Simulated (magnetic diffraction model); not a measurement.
**Solving a magnetic structure from powder neutron data: CrAs2S6**

Space group P-1 (no. 2), a = 6.3170 Å, b = 8.4360 Å, c = 16.4420 Å, α = 90.20°, β = 98.28°, γ = 103.30°.

| site | atom | x | y | z |
| --- | --- | --- | --- | --- |
| 2i | As | 0.5906 | 0.6306 | 0.3480 |
| 2i | As | 0.0871 | 0.6261 | 0.8474 |
| 2i | As | 0.1698 | 0.8040 | 0.4384 |
| 2i | As | 0.6848 | 0.8050 | 0.9376 |
| 2i | Cr | 0.0559 | 0.1129 | 0.8080 |
| 2i | Cr | 0.5435 | 0.1123 | 0.3044 |
| 2i | S | 0.8822 | 0.6473 | 0.4216 |
| 2i | S | 0.3726 | 0.6439 | 0.9216 |
| 2i | S | 0.3694 | 0.6602 | 0.4247 |
| 2i | S | 0.8834 | 0.6580 | 0.9243 |
| 2i | S | 0.5078 | 0.4119 | 0.3061 |
| 2i | S | 0.9960 | 0.4212 | 0.8094 |
| 2i | S | 0.2279 | 0.8856 | 0.5436 |
| 2i | S | 0.7347 | 0.8823 | 0.0428 |
| 2i | S | 0.6205 | 0.7985 | 0.2808 |
| 2i | S | 0.1092 | 0.7907 | 0.7784 |
| 2i | S | 0.1922 | 0.9461 | 0.3535 |
| 2i | S | 0.6926 | 0.9456 | 0.8546 |

The compound is invented for this exercise: a known structure type with other elements, its cell scaled to their sizes and not relaxed.

Only Cr is taken to order (form factors of Cr2+); orders and moment sizes are assumed, and not adapted to the symmetry. Radiation: neutrons of λ = 2.36 Å, 5° to 30°; isotropic B of 0.72 Å² (As), 0.76 Å² (Cr) and 0.74 Å² (S). The intensities are simulated: I ∝ L Σ (|F_N|² + |F_M⊥|²) for unpolarised neutrons, with F_M = 2.695 fm/μB × Σ f(s) S exp(2πi Q·r) exp(−B s²) at Q = H ± k (one set where k and −k are equivalent), only the part normal to Q counting and L = 1/(sin²θ cos θ). For collinear order S is the moment m, which repeats by lattice and centring translations R with the sign exp(−2πi k·R). Form factors are spin-only for 3d ions and dipole or tabulated for f ions, scattering lengths are Sears's of 1992, and absorption is left out. A label names one of the reflections at its angle. The strongest nuclear line in the range is 100, and lines under 0.2 are left out.

Above the ordering temperature:

```
2θ (°)     index      I
 22.39   (1 0 0)    0.2
 23.12  (0 1 -2)  100.0
 24.03   (0 1 2)   56.4
 25.08   (1 0 1)   10.6
 25.10  (-1 1 1)   12.1
```

Below it (cell unchanged):

```csv
2θ (°),I
13.35,71.2
16.52,86.4
18.54,13.3
22.39,0.2
23.12,100.0
24.03,56.4
25.08,10.6
25.10,12.1
25.31,22.0
25.45,0.3
27.55,12.3
27.62,6.3
```

**Question.** Find the propagation vector, then choose among these models:
A. collinear moments along [101], 3.25 μB on Cr; signs + at (0.0559, 0.1129, 0.8080), + at (0.9441, 0.8871, 0.1920), − at (0.5435, 0.1123, 0.3044), − at (0.4565, 0.8877, 0.6956)
B. collinear moments along [110], 3.25 μB on Cr; signs + at (0.0559, 0.1129, 0.8080), + at (0.9441, 0.8871, 0.1920), − at (0.5435, 0.1123, 0.3044), − at (0.4565, 0.8877, 0.6956)
C. collinear moments along [101], 3.25 μB on Cr; signs + at (0.0559, 0.1129, 0.8080), + at (0.9441, 0.8871, 0.1920), + at (0.5435, 0.1123, 0.3044), + at (0.4565, 0.8877, 0.6956)
D. collinear moments along [110], 3.25 μB on Cr; signs + at (0.0559, 0.1129, 0.8080), + at (0.9441, 0.8871, 0.1920), + at (0.5435, 0.1123, 0.3044), + at (0.4565, 0.8877, 0.6956)

The new lines index as (1/2 -1/2 1/2) at 13.35°, (-1/2 1/2 3/2) at 16.52°, (1/2 1/2 -3/2) at 18.54° and (1/2 -3/2 1/2) at 25.31°, that is as H ± k with k = (1/2 1/2 1/2). Half indices mean that the moments reverse under translations with k·R a half-integer, and the magnetic cell has twice the primitive volume.

Magnetic intensity, observed (below minus above) and for each model:

| 2θ (°) | index | observed | A | B | C | D |
| --- | --- | --- | --- | --- | --- | --- |
| 12.48 | (-1/2 1/2 1/2) | <0.2 | 25.1 | 25.1 | <0.2 | <0.2 |
| 13.35 | (1/2 -1/2 1/2) | 71.2 | <0.2 | <0.2 | 45.0 | 71.2 |
| 15.38 | (1/2 1/2 -1/2) | <0.2 | 81.8 | 8.3 | <0.2 | <0.2 |
| 16.52 | (-1/2 1/2 3/2) | 86.4 | <0.2 | <0.2 | 65.6 | 86.4 |
| 18.46 | (1/2 -1/2 3/2) | <0.2 | 12.5 | 54.9 | <0.2 | <0.2 |
| 18.54 | (1/2 1/2 -3/2) | 13.3 | <0.2 | <0.2 | 28.3 | 13.3 |
| 21.07 | (1/2 1/2 3/2) | <0.2 | 19.2 | 24.6 | <0.2 | <0.2 |
| 25.31 | (1/2 -3/2 1/2) | 22.0 | <0.2 | <0.2 | 29.7 | 22.0 |

Model D matches.

The absence at (-1/2 1/2 1/2) is telling: the sublattices cancel there.

The structure used: k = (1/2 1/2 1/2), collinear moments along [110], 3.25 μB on Cr; signs + at (0.0559, 0.1129, 0.8080), + at (0.9441, 0.8871, 0.1920), + at (0.5435, 0.1123, 0.3044), + at (0.4565, 0.8877, 0.6956).

[Logs are printed without paths, hosts, clocks, repeated set-up lines and the standing remarks that a program may print on its own settings, such as how far it seeks lower states.]
